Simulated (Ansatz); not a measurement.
# CdS (Greenockite): bands and screening cutoff converge together, part 2 of 2

Aim: vary empty bands and screening cutoff apart and together in G0W0 on CdS (Greenockite).

Ansatz 0.2.0; G0W0 on PBE, plane waves, PAW; PAW set soft_1. Known limits of the many-body steps: not at the basis limit; no spin-orbit coupling; coarse k mesh.

So far. Step 7 (415 empty bands, screening to 150 eV): The G0W0 gap on the mesh is 2.006 eV.

## 8. 737 empty bands, screening to 220 eV

Input file input.yaml:

```yaml
crystal:
  lattice:
    - [4.137, 0.0, 0.0]
    - [-2.0685, 3.5827470955, 0.0]
    - [0.0, 0.0, 6.7144]
  atoms:
    - { symbol: Cd, position: [0.6666666667, 0.3333333333, 0.0] }
    - { symbol: Cd, position: [0.3333333333, 0.6666666667, 0.5] }
    - { symbol: S, position: [0.6666666667, 0.3333333333, 0.375] }
    - { symbol: S, position: [0.3333333333, 0.6666666667, 0.875] }
kpoints:
  mp_grid: { grid: [6, 6, 2] }
hamiltonian:
  xc: pbe
  pseudopotentials: { kind: paw, azcp: { folder: soft_1 } }
scf:
  occupations: { method: fixed }
gw:
  n_empty_bands: 737
  ecut_chi: 220
  qp_bands: [v2, c2]
  qp_kpoints: band_edges
  screening: { model: contour_deformation }
```

Run with:

```sh
$ ansatz run input.yaml --threads 3 --pin off --max-ram 92160MiB --backend cuda --events-out ev --progress --plain --runs-dir out --devices 1 --max-vram 13GiB
```

Numbers of over 12 decimals in the logs are rounded to 6 here.

Output:

```text
GPUs: using 1 of 1 available (devices: 1).
[...]
GPU FFT provider: cuFFT
GPU libraries: cuBLAS 13.8.2, cuFFT 12.4.0, cuSOLVER 12.3.4
Crystal: 4 atoms, lattice volume = 99.520 Å³
Basis set: ecut = 420 eV, 1943 PW (Γ)
Bands: 32, of which v1, the nominal top of the filled ones, is band 26 counted from 1 (25 counted from 0)
Symmetry: 12 space group operations
[...]
k-points: 14 of 72
[...]
1    28      9.7277    -8.7108    -4.0180   -12.8608  0.7758     9.8601     9.8596  root
[...]
13    25      5.7458   -19.2633     2.3492   -16.0365  0.7331     4.8231     4.8683  root
    13    26      5.7458   -19.2633     2.3492   -16.0365  0.7331     4.8231     4.8683  root
    13    27     11.2754    -8.3328    -4.4179   -13.0258  0.7691    11.5532    11.5506  root
    13    28     11.2754    -8.3328    -4.4179   -13.0258  0.7691    11.5532    11.5506  root
[key lines of the parts left out:]
SCF converged after 8 iterations
Free energy (F): -18315.763917 eV
Fermi energy:    6.865973 eV
```

It took 61 s on 1 × NVIDIA H100 80GB HBM3 (shared by 6 runs) with 3 threads of AMD EPYC 7R13 (Zen 3), shared host; peak memory 2.6 GiB; 1.8 min of CPU time.

The G0W0 gap on the mesh is 2.032 eV.

## 9. 225 empty bands, screening to 300 eV

Changes to input.yaml since step 8:

```diff
@@ -18,4 +18,4 @@
 gw:
-  n_empty_bands: 737
-  ecut_chi: 220
+  n_empty_bands: 225
+  ecut_chi: 300
   qp_bands: [v2, c2]
```

Output:

```text
GPUs: using 1 of 1 available (devices: 1).
[...]
GPU FFT provider: cuFFT
GPU libraries: cuBLAS 13.8.2, cuFFT 12.4.0, cuSOLVER 12.3.4
Crystal: 4 atoms, lattice volume = 99.520 Å³
Basis set: ecut = 420 eV, 1943 PW (Γ)
Bands: 32, of which v1, the nominal top of the filled ones, is band 26 counted from 1 (25 counted from 0)
Symmetry: 12 space group operations
[...]
k-points: 14 of 72
[...]
1    28      9.7277    -8.7108    -3.8320   -12.8608  0.7762    10.0488    10.0457  root
[...]
13    25      5.7458   -19.2633     2.5266   -16.0365  0.7335     5.0225     5.0457  root
    13    26      5.7458   -19.2633     2.5266   -16.0365  0.7335     5.0225     5.0457  root
    13    27     11.2754    -8.3328    -4.2331   -13.0258  0.7696    11.7434    11.7353  root
    13    28     11.2754    -8.3328    -4.2331   -13.0258  0.7696    11.7434    11.7353  root
[key lines of the parts left out:]
SCF converged after 8 iterations
Free energy (F): -18315.763917 eV
Fermi energy:    6.865973 eV
```

Elapsed: 22 s, on 1 × NVIDIA H100 80GB HBM3 (shared by 6 runs) with 3 threads; peak memory 3.8 GiB; 30 s of CPU time.

The G0W0 gap on the mesh is 2.005 eV.

## 10. 1174 empty bands, screening to 300 eV

Changes to input.yaml since step 9:

```diff
@@ -18,3 +18,3 @@
 gw:
-  n_empty_bands: 225
+  n_empty_bands: 1174
   ecut_chi: 300
```

Output:

```text
GPUs: using 1 of 1 available (devices: 1).
[...]
GPU FFT provider: cuFFT
GPU libraries: cuBLAS 13.8.2, cuFFT 12.4.0, cuSOLVER 12.3.4
Crystal: 4 atoms, lattice volume = 99.520 Å³
Basis set: ecut = 420 eV, 1943 PW (Γ)
Bands: 32, of which v1, the nominal top of the filled ones, is band 26 counted from 1 (25 counted from 0)
Symmetry: 12 space group operations
[...]
k-points: 14 of 72
[...]
7    28     10.3524    -7.6612    -4.0360   -11.8158  0.7815    10.4714    10.4710  root
    13    25      5.7458   -19.2633     2.3135   -16.0365  0.7329     4.7801     4.8325  root ?
    13    26      5.7458   -19.2633     2.3135   -16.0365  0.7329     4.7801     4.8325  root ?
    13    27     11.2754    -8.3328    -4.4394   -13.0258  0.7689    11.5312    11.5291  root
    13    28     11.2754    -8.3328    -4.4394   -13.0258  0.7689    11.5312    11.5291  root
[key lines of the parts left out:]
SCF converged after 8 iterations
Free energy (F): -18315.763917 eV
Fermi energy:    6.865973 eV
```

It took 83 s on 1 × NVIDIA H100 80GB HBM3 (shared by 6 runs) with 3 threads; peak memory 4.7 GiB; 2.8 min of CPU time.

The G0W0 gap on the mesh is 2.052 eV.

## 11. The grid

Start PBE, 6×6×2 mesh. Times are wall times on 1 × NVIDIA H100 80GB HBM3 (shared by 6 runs) with 3 threads of AMD EPYC 7R13 (Zen 3), shared host, good to a factor of about two.

```csv
cutoff (eV),plane waves at q = 0,bands summed,gap (eV),Σc valence (eV),Σc conduction (eV),time
50,85,105,1.914,2.55,-3.25,18 s
50,85,441,1.875,2.36,-3.48,18 s
100,233,251,1.967,2.22,-3.53,20 s
100,233,1200,1.968,2.12,-3.63,65 s
150,391,105,1.941,2.51,-3.27,12 s
150,391,441,2.006,2.06,-3.65,24 s
220,713,763,2.032,1.96,-3.72,61 s
300,1165,251,2.005,2.16,-3.55,22 s
300,1165,1200,2.052,1.92,-3.74,83 s
```

## 12. Outcome

- 105 bands, 50 eV: 1.914 eV
- 441 bands, 50 eV: 1.875 eV
- 251 bands, 100 eV: 1.967 eV
- 1200 bands, 100 eV: 1.968 eV
- 105 bands, 150 eV: 1.941 eV
- 441 bands, 150 eV: 2.006 eV
- 763 bands, 220 eV: 2.032 eV
- 251 bands, 300 eV: 2.005 eV
- 1200 bands, 300 eV: 2.052 eV
- estimated limit along the diagonal: 2.09 eV
- mesh and start: 6×6×2, PBE

What this shows: At 50 eV, going from 105 to 441 bands moves the gap by −0.04 eV. At 100 eV, going from 251 to 1200 bands moves the gap by +0.001 eV. At 150 eV, going from 105 to 441 bands moves the gap by +0.07 eV. At 300 eV, going from 251 to 1200 bands moves the gap by +0.05 eV. At 105 bands, raising the cutoff from 50 to 150 eV moves it by +0.03 eV. At 441 bands, raising the cutoff from 50 to 150 eV moves it by +0.13 eV. At 251 bands, raising the cutoff from 100 to 300 eV moves it by +0.04 eV. At 1200 bands, raising the cutoff from 100 to 300 eV moves it by +0.08 eV. Along the diagonal, where both rise together, the two highest rungs point to 2.09 eV. Gaps are over the mesh's points; an edge off the mesh would be missed. A low cutoff hides what high bands add, so a band series at one cutoff can look settled before the gap is. The 6×6×2 mesh is coarse for this cell (its supercell is 13 Å along the shortest edge). The RPA ε∞ on it, from the PBE start, is 6.97 and 7.13; such meshes misread the long-range screening, most where the gap is narrow. The many-body steps are scalar-relativistic: spin-orbit coupling is not in them.

[Paths, hosts, dates, memory and timing lines, banners, echoed tables and standing remarks are left out of the program output.]

[Logs are printed without paths, hosts, clocks, repeated set-up lines and the standing remarks that a program may print on its own settings, such as how far it seeks lower states.]

[Runs of the session that timed out or met a known fault of the program may be left out.]

[Cells called generated may have been cut or substituted from an entry of the Crystallography Open Database or the Materials Project.]

[Hosts, paths, dates, database ids (printed as entryN), source tags and the programs' standing remarks are cut or masked in the printed files.]
